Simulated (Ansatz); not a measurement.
# From r2SCAN to G0W0: InSe (R3m)

Aim: the quasiparticle gap of InSe (R3m), starting from r2SCAN.

Calculated with Ansatz 0.2.0; r2SCAN, then G0W0 on it, plane waves, PAW.

Report form: the programs' logs are mostly left out.

In doubt: masses and optical values from hybrid runs of this build are listed as unsure (in some of the runs), which bears on the screening that GW takes from such a start.

**1. The starting structure**

Symmetry: R3m, No. 160, trigonal system. The conventional cell has a = 4.000 Å, b = 4.000 Å, c = 24.950 Å, α = 90.00°, β = 90.00°, γ = 120.00°. Nearest to In lie 3 Se at 2.64 Å and 1 In at 2.80 Å. Nearest to Se lie 3 In at 2.64 Å. Se has 3 In at 2.64 Å nearest. Farther neighbours and most contacts between anions are not listed.

The cell and positions come from the Crystallography Open Database and are kept as given unless a step says otherwise. The default PAW set here is soft_2. Its files were made with PBE.

**2. The r2SCAN band structure**

Levels along a band path and on the mesh show where this functional puts the band edges.

This step: DFT, r2SCAN, plane waves, PAW.

Input file input.yaml:

```yaml
crystal:
  lattice:
    - [2.0, 1.1547005384, 8.3166666667]
    - [-2.0, 1.1547005384, 8.3166666667]
    - [0.0, -2.3094010768, 8.3166666667]
  atoms:
    - { symbol: In, position: [0.0, 0.0, 0.0] }
    - { symbol: In, position: [0.1122, 0.1122, 0.1122] }
    - { symbol: Se, position: [0.6155, 0.6155, 0.6155] }
    - { symbol: Se, position: [0.83, 0.83, 0.83] }
kpoints:
  mp_grid: { grid: [6, 6, 6] }
  band_path:
    path:
      - [[0.0, 0.0, 0.0], [-0.5, -0.5, -0.5], [-0.5, -0.17951802, -0.82048198]]
      - [[-0.17951802, 0.17951802, -0.5], [0.0, 0.0, -0.5], [0.0, 0.0, 0.0], [0.0, 0.33975901, -0.33975901]]
      - [[-0.33975901, 0.0, -0.66024099], [-0.5, 0.0, -0.5], [0.0, 0.0, 0.0]]
    npoints: 10
hamiltonian:
  xc: r2scan
scf:
  occupations: { method: fermi_dirac, width: 0.02 }
  n_extra_bands: 5
output:
  eigenvalues: true
  forces: true
  stress: true
  write_density: true
  write_potential: true
  elf: true
  volumetric_format: npy
```

Command:

```console
$ ansatz run input.yaml --threads 3 --pin off --max-ram 92160MiB --backend cuda --events-out ev --progress --plain --runs-dir out --devices 1 --max-vram 13GiB
```

The job ended after 5.9 s (1 × NVIDIA H100 80GB HBM3 (shared by 6 runs) with 3 threads of AMD EPYC 7R13 (Zen 3), shared host; peak memory 1.1 GiB).

This step gave:

```
pressure             : 1.259 GPa
filled bands         : 29
gap                  : 0.8167 eV
valence top at       : T
conduction bottom at : T
least direct gap     : 0.8167 eV
```

Over mesh and path the gap is 0.817 eV, direct, at k = (-0.500, -0.500, -0.500).

Electronic bands along the path, in eV, zero at the top of the highest nominally filled band:

| point | band 26 | band 27 | band 28 | band 29 | band 30 | band 31 | band 32 | band 33 |
| --- | --- | --- | --- | --- | --- | --- | --- | --- |
| Γ | -1.44 | -1.44 | -1.30 | -1.30 | 2.11 | 2.56 | 4.68 | 4.68 |
| halfway | -1.48 | -1.26 | -1.26 | -0.89 | 1.58 | 2.60 | 4.63 | 4.63 |
| T | -1.51 | -1.22 | -1.22 | 0.00 | 0.82 | 2.61 | 4.58 | 4.58 |
| halfway | -3.02 | -2.57 | -2.18 | -0.75 | 2.72 | 2.95 | 4.40 | 4.76 |
| H2 | -3.82 | -2.66 | -2.38 | -1.87 | 1.86 | 2.76 | 3.63 | 4.76 |
| jump to H0 | -3.82 | -2.66 | -2.38 | -1.87 | 1.86 | 2.76 | 3.63 | 4.76 |
| halfway | -3.48 | -3.08 | -2.25 | -1.63 | 2.11 | 2.63 | 3.67 | 4.69 |
| L | -2.52 | -2.50 | -2.34 | -1.76 | 1.41 | 2.30 | 4.00 | 4.36 |
| halfway | -2.08 | -2.04 | -1.85 | -1.10 | 2.29 | 2.50 | 4.40 | 4.65 |
| Γ | -1.44 | -1.44 | -1.30 | -1.30 | 2.11 | 2.56 | 4.68 | 4.68 |
| halfway | -2.51 | -2.51 | -1.86 | -1.07 | 2.46 | 2.76 | 3.84 | 4.92 |
| S0 | -3.84 | -2.71 | -2.36 | -1.83 | 1.92 | 2.66 | 3.68 | 4.73 |
| jump to S2 | -3.84 | -2.71 | -2.36 | -1.83 | 1.92 | 2.66 | 3.68 | 4.73 |
| halfway | -3.01 | -2.75 | -2.60 | -1.69 | 1.91 | 2.32 | 3.99 | 4.53 |
| F | -2.80 | -2.67 | -2.14 | -1.59 | 1.42 | 2.26 | 3.64 | 3.90 |
| halfway | -2.24 | -2.13 | -1.75 | -0.86 | 2.11 | 2.50 | 4.47 | 4.76 |
| Γ | -1.44 | -1.44 | -1.30 | -1.30 | 2.11 | 2.56 | 4.68 | 4.68 |

ELF in the ac plane of the conventional cell at fractional y = 0.000, with atoms of In and Se within 0.2 Å of it. It is the smooth field of the valence electrons, not physical close to the nuclei.

Values, 24 rows by 14 columns, each cell a mean:
```
0.15 0.19 0.26 0.30 0.26 0.19 0.12 0.11 0.15 0.23 0.28 0.29 0.23 0.16
0.36 0.39 0.42 0.44 0.36 0.20 0.07 0.05 0.11 0.27 0.41 0.44 0.41 0.38
0.03 0.08 0.19 0.24 0.23 0.26 0.27 0.27 0.27 0.24 0.22 0.24 0.15 0.05
0.17 0.18 0.20 0.28 0.45 0.59 0.64 0.65 0.63 0.55 0.36 0.23 0.19 0.17
0.05 0.06 0.10 0.21 0.36 0.47 0.52 0.53 0.50 0.43 0.29 0.15 0.07 0.05
0.01 0.01 0.02 0.06 0.13 0.19 0.23 0.24 0.21 0.16 0.10 0.05 0.02 0.01
0.01 0.03 0.10 0.28 0.50 0.64 0.71 0.72 0.68 0.59 0.41 0.20 0.07 0.02
0.02 0.05 0.11 0.23 0.34 0.39 0.40 0.41 0.40 0.38 0.30 0.18 0.08 0.03
0.02 0.04 0.08 0.15 0.22 0.25 0.26 0.26 0.26 0.25 0.20 0.11 0.05 0.03
0.02 0.03 0.07 0.16 0.26 0.33 0.36 0.37 0.36 0.31 0.22 0.11 0.05 0.02
0.02 0.04 0.09 0.16 0.22 0.24 0.24 0.24 0.24 0.24 0.21 0.13 0.07 0.03
0.02 0.04 0.12 0.29 0.47 0.58 0.63 0.64 0.61 0.54 0.40 0.21 0.08 0.03
0.04 0.04 0.06 0.15 0.33 0.50 0.61 0.63 0.57 0.44 0.26 0.11 0.05 0.04
0.71 0.66 0.56 0.41 0.23 0.11 0.07 0.08 0.08 0.15 0.31 0.48 0.61 0.69
0.41 0.57 0.75 0.78 0.66 0.40 0.14 0.09 0.23 0.52 0.73 0.78 0.68 0.48
0.60 0.64 0.68 0.63 0.46 0.28 0.19 0.17 0.22 0.35 0.54 0.66 0.67 0.62
0.22 0.21 0.20 0.20 0.22 0.27 0.29 0.30 0.28 0.25 0.21 0.19 0.20 0.21
0.04 0.04 0.06 0.12 0.25 0.36 0.42 0.43 0.40 0.32 0.19 0.10 0.05 0.04
0.49 0.48 0.45 0.38 0.27 0.22 0.21 0.22 0.22 0.24 0.32 0.41 0.46 0.48
0.40 0.55 0.72 0.75 0.62 0.38 0.18 0.14 0.25 0.49 0.70 0.75 0.66 0.47
0.70 0.75 0.78 0.72 0.53 0.27 0.08 0.04 0.13 0.37 0.63 0.76 0.78 0.73
0.32 0.28 0.21 0.15 0.15 0.21 0.28 0.30 0.25 0.17 0.12 0.16 0.24 0.31
0.12 0.12 0.16 0.30 0.50 0.62 0.68 0.69 0.67 0.59 0.41 0.22 0.13 0.11
0.09 0.12 0.19 0.23 0.31 0.44 0.51 0.52 0.49 0.39 0.25 0.21 0.16 0.11
```
Columns run along a (4.0 Å), rows up along c (25.0 Å), edges of the conventional cell, whose origin can differ from the input's. Atoms in or near the plane, at fractional coordinates: In at (0.00, 0.00), In at (0.00, 0.89), Se at (0.00, 0.38), Se at (0.00, 0.17).

Valence density in the ac plane of the conventional cell at fractional y = 0.000, with atoms of In and Se within 0.2 Å of it. It is the smooth field of the valence electrons, not physical close to the nuclei.

Ten steps, logarithmic in the rise over the least value, from '_' (0 e/Å³) to '@' (21 e/Å³), each cell a mean:
```
**++==::..__________..::==**
--::::..______________..::::
%%##++::..________....--**##
==--::................::--==
____________......__________
____________________________
________............________
________....::::....________
____________......__________
____________________________
__________..........________
________....::::::....______
____________......__________
::....________________....::
@@%%++::..________..::--**@@
++==--::..............::--++
____________......__________
____________________________
............................
@@##==::....____....::--**%%
##++--::..__________..::==**
____________________________
________..............______
##**==::..............--++##
```
Columns run along a (4.0 Å), rows up along c (25.0 Å), edges of the conventional cell, whose origin can differ from the input's. Atoms in or near the plane, at fractional coordinates: In at (0.00, 0.00), In at (0.00, 0.89), Se at (0.00, 0.38), Se at (0.00, 0.17).

**3. G0W0 on the 4×4×4 mesh**

G0W0 replaces the xc potential by a self-energy built once from the orbitals of the start. Levels are corrected in the window of bands that the input names, at points of the mesh.

This step: G0W0 on r2SCAN, plane waves, PAW.

input.yaml, the sections that differ from step 2:

```yaml
kpoints:
  mp_grid: { grid: [4, 4, 4] }
scf:
  occupations: { method: fixed }
gw:
  n_empty_bands: 740
  ecut_chi: 200.0
  qp_bands: [v2, c2]
  qp_kpoints: band_edges
  screening: { model: contour_deformation }
# crystal, hamiltonian: as in step 2
# output: removed
```

Elapsed: 86 s, on 1 × NVIDIA H100 80GB HBM3 (shared by 6 runs) with 3 threads; peak memory 3.5 GiB.

Numbers from this step:

```
bands summed                                    : 769
RPA ε∞ on this mesh (eigenvalues)               : 8.108, 8.108, 12.29
plane waves in the screening matrix             : 721
q-points in the mesh                            : 64
G0W0 gap over the corrected points              : 1.294 eV
k of the valence top                            : -0.5, -0.5, -0.5
k of the conduction bottom                      : -0.5, -0.5, -0.5
starting gap on the mesh                        : 0.8137 eV
Z at the valence top                            : 0.7763
Z at the conduction bottom                      : 0.7980
least direct G0W0 gap over the corrected points : 1.294 eV
```

Over 8 of 13 irreducible mesh points the G0W0 gap is 1.294 eV, direct, at k = (-0.500, -0.500, -0.500). The r2SCAN gap of this run on the mesh is 0.814 eV. The two states that bound the G0W0 gap lie that far apart at the start, so the correction of the gap is 1.294 − 0.814 = +0.480 eV. The start of this run differs from the step before in mesh (6×6×6 and 4×4×4). The program marks 1 of the 32 corrected levels as in doubt (Σc rises), neither edge state among them.

Labels follow the order of the start: v1 is the top filled band, c1 the lowest empty one; levels that stay degenerate share a row, the window can cut a multiplet, doubted levels are not marked in this list, bands outside the window were not corrected, and the list may be a part of the corrected levels. Levels before and after the correction, in eV, zero at the valence-band top of each column:

|  | conduction bottom | valence top |
| --- | --- | --- |
| Kohn-Sham | 0.81 | 0.00 |
| G0W0 | 1.29 | 0.00 |

|  | level | occupation | energy (eV) |
| --- | --- | --- | --- |
| Kohn-Sham | (-0.5 -0.5 -0.5) v2 | 2 | -1.219 |
| Kohn-Sham | (-0.5 -0.5 -0.5) v1 | 2 | 0.000 |
| Kohn-Sham | (-0.5 -0.5 -0.5) c1 | 0 | 0.814 |
| Kohn-Sham | (-0.5 -0.5 -0.5) c2 | 0 | 2.607 |
| G0W0 | (-0.5 -0.5 -0.5) v2 | 2 | -1.245 |
| G0W0 | (-0.5 -0.5 -0.5) v1 | 2 | 0.000 |
| G0W0 | (-0.5 -0.5 -0.5) c1 | 0 | 1.294 |
| G0W0 | (-0.5 -0.5 -0.5) c2 | 0 | 3.138 |

The parts of the quasiparticle energy for the two states that bound the G0W0 gap, in eV on the run's own scale (QP = start + Σx + Σc − Vxc, with Σc at the quasiparticle energy):

| edge | k | band | start | Σx | Σc | Vxc | Z | QP |
| --- | --- | --- | --- | --- | --- | --- | --- | --- |
| valence top | (-0.500, -0.500, -0.500) | 29 | 7.299 | −16.325 | 0.676 | −15.122 | 0.776 | 6.771 |
| conduction bottom | (-0.500, -0.500, -0.500) | 30 | 8.112 | −10.253 | −3.496 | −13.701 | 0.798 | 8.065 |

**4. Spin-orbit coupling in r2SCAN**

This run has two-component orbitals with spin-orbit coupling.

This step: DFT, r2SCAN with spin-orbit coupling, plane waves, PAW.

input.yaml, the sections that differ from step 3:

```yaml
kpoints:
  mp_grid: { grid: [6, 6, 6] }
  band_path:
    path:
      - [0.0, 0.0, 0.0]
      - [-0.5, -0.5, -0.5]
      - [-0.5, -0.17951802, -0.82048198]
      - [-0.17951802, 0.17951802, -0.5]
      - [0.0, 0.0, -0.5]
      - [0.0, 0.33975901, -0.33975901]
      - [-0.33975901, 0.0, -0.66024099]
      - [-0.5, 0.0, -0.5]
    npoints: 1
scf:
  occupations: { method: fermi_dirac, width: 0.02 }
  n_extra_bands: 10
magnetization:
  noncollinear: true
  spin_orbit: true
output:
  eigenvalues: true
  forces: true
  stress: true
# crystal, hamiltonian: as in step 3
# gw: removed
```

Wall time 8.8 s (1 × NVIDIA H100 80GB HBM3 (shared by 6 runs) with 3 threads); peak memory 1.2 GiB; 11 s of CPU time.

This step gave:

```
pressure             : 1.220 GPa
gap                  : 0.7954 eV
valence top at       : T
conduction bottom at : T
least direct gap     : 0.7954 eV
```

Over mesh and listed points the gap is 0.795 eV, direct, at k = (-0.500, -0.500, -0.500). r2SCAN+SOC against r2SCAN: 0.795 − 0.817 = −0.022 eV, with the same mesh, set of files (read in its fully relativistic form for the spin-orbit run) and cutoff, and both edges at the same k points. The spin-orbit run sees mesh and listed points alone, so its gap is an upper bound: the coupling can move an edge off these points, the more so as this crystal has no centre of inversion, and the change over the zone, its sign included where it is small, is not known.

**5. The runs together**

Each gap is the least one over the points named; times are wall times on shared hosts, not benchmarks. A G0W0 time includes the run's own self-consistent start. Runs with listed points see these and the mesh alone, so an edge that moves elsewhere is missed. Rows marked * are further runs, not shown as steps, whose inputs differ from the G0W0 step on the same start in the columns given; solver thresholds can differ too.

| level | mesh | files, cutoff | bands summed, screening | points | gap (eV) | valence top | conduction bottom | least direct gap (eV) | time |
| --- | --- | --- | --- | --- | --- | --- | --- | --- | --- |
| r2SCAN | 6×6×6 | soft_2 PAW, 500 eV | - | mesh and path | 0.817 | (-0.500, -0.500, -0.500) | (-0.500, -0.500, -0.500) | 0.817 | 5.9 s |
| r2SCAN+SOC | 6×6×6 | soft_2 PAW, 500 eV | - | mesh and listed points | 0.795 | (-0.500, -0.500, -0.500) | (-0.500, -0.500, -0.500) | 0.795 | 8.8 s |
| G0W0@r2SCAN* | 4×4×4 | soft_2 PAW, 500 eV | 150, 60 eV | 8 of 13 irreducible mesh points | 1.269 | (-0.500, -0.500, -0.500) | (-0.500, -0.500, -0.500) | 1.269 | 23 s |
| G0W0@r2SCAN* | 4×4×4 | soft_2 PAW, 500 eV | 372, 120 eV | 8 of 13 irreducible mesh points | 1.305 | (-0.500, -0.500, -0.500) | (-0.500, -0.500, -0.500) | 1.305 | 46 s |
| G0W0@r2SCAN | 4×4×4 | soft_2 PAW, 500 eV | 769, 200 eV | 8 of 13 irreducible mesh points | 1.294 | (-0.500, -0.500, -0.500) | (-0.500, -0.500, -0.500) | 1.294 | 86 s |
| G0W0@r2SCAN* | 4×4×4 | soft_2 PAW, 500 eV | 372, 120 eV, plasmon pole | 8 of 13 irreducible mesh points | 1.337 | (-0.500, -0.500, -0.500) | (-0.500, -0.500, -0.500) | 1.337 | 80 s |

**6. Summary of results**

```
r2SCAN gap over mesh and path                        : 0.817 eV, direct, at k = (-0.500, -0.500, -0.500)
G0W0@r2SCAN gap over 8 of 13 irreducible mesh points : 1.294 eV, direct, at k = (-0.500, -0.500, -0.500)
r2SCAN+SOC gap over mesh and listed points           : 0.795 eV
GW settings                                          : 4×4×4 mesh, 740 empty bands, screening to 200 eV
known limits                                         : finite bands, screening cutoff and k mesh; no spin-orbit coupling in G0W0; d shells not analysed
```

**Reading.** Over 8 of 13 irreducible mesh points the G0W0 gap is 1.294 eV, direct, at k = (-0.500, -0.500, -0.500). The r2SCAN gap of this run on the mesh is 0.814 eV. The two states that bound the G0W0 gap lie that far apart at the start, so the correction of the gap is 1.294 − 0.814 = +0.480 eV. The valence state moves by 6.771 − 7.299 = −0.528 eV and the conduction state by 8.065 − 8.112 = −0.047 eV, on the run's own scale; with 150 bands the edge states move by −0.006 and +0.449 eV, so the split between the edges depends on the bands and cutoff. Both edges that r2SCAN shows over mesh and path lie at k points where levels were corrected. Levels at other points were not corrected, so a lower G0W0 gap elsewhere in the zone is not ruled out. From 150 bands and 60 eV to 769 bands and 200 eV the gap moves by 1.294 − 1.269 = +0.025 eV (rung by rung 1.269, 1.305, 1.294 eV); bands and screening cutoff rise together, so their parts are not told apart. The gap turns back along the series (1.269, 1.305, 1.294 eV), so no line is drawn and the limit is not known. With the plasmon pole model in place of the contour deformation model and all else as in the G0W0@r2SCAN row with 372 bands, the gap differs by 1.337 − 1.305 = +0.032 eV. G0W0 on other starts in this series, not shown as steps and not all at these settings: 1.470 eV on HSE06 (4×4×4, soft_2 PAW, 372 bands, 120 eV) and 0.761 eV on LDA (4×4×4, soft_2 PAW, 372 bands, 120 eV). r2SCAN+SOC against r2SCAN: 0.795 − 0.817 = −0.022 eV, with the same mesh, set of files (read in its fully relativistic form for the spin-orbit run) and cutoff, and both edges at the same k points. The spin-orbit run sees mesh and listed points alone, so its gap is an upper bound: the coupling can move an edge off these points, the more so as this crystal has no centre of inversion, and the change over the zone, its sign included where it is small, is not known. What spin-orbit coupling does to the G0W0 levels was not computed, so no sum with the G0W0 gap is formed. For the G0W0 step: the program marks 1 of the 32 corrected levels as in doubt (Σc rises), neither edge state among them. The G0W0 runs are scalar-relativistic. One-shot GW is known to converge slowly in bands for compounds with shallow d shells. The cell holds In; the filling of the d shell and its place against the gap were not analysed here. No pair of G0W0 runs that differ in the mesh alone is shown (4×4×4 is a supercell whose nearest images lie 16 Å apart), so the error from the mesh is not known here. G0W0@r2SCAN runs of this series with other atomic data on the same mesh, not shown as steps, give 1.324 eV (hard PAW, 870 eV, 380 bands, screening to 120 eV; the table's row with the same empty bands and screening cutoff has 1.305 eV); where bands and cutoffs differ too, the part of the files is not isolated.

[Paths, hosts, dates, memory and timing lines, banners, echoed tables and standing remarks are left out of the program output.]

[Logs are printed without paths, hosts, clocks, repeated set-up lines and the standing remarks that a program may print on its own settings, such as how far it seeks lower states.]

[Runs of the session that timed out or met a known fault of the program may be left out.]

[Cells called generated may have been cut or substituted from an entry of the Crystallography Open Database or the Materials Project.]

[Hosts, paths, dates, database ids (printed as entryN), source tags and the programs' standing remarks are cut or masked in the printed files.]

[Where an RPA ε∞ is given, it is that of the G0W0 mesh and is not shown converged in it. Names of k-points follow the symmetry that the program found, which can be lower than the space group named. Band edges on a path are those of the sampled points; other points can move an edge, and change direct to indirect where valleys lie close.]

[Hybrid gaps are those of their k-mesh and are not shown converged in it.]
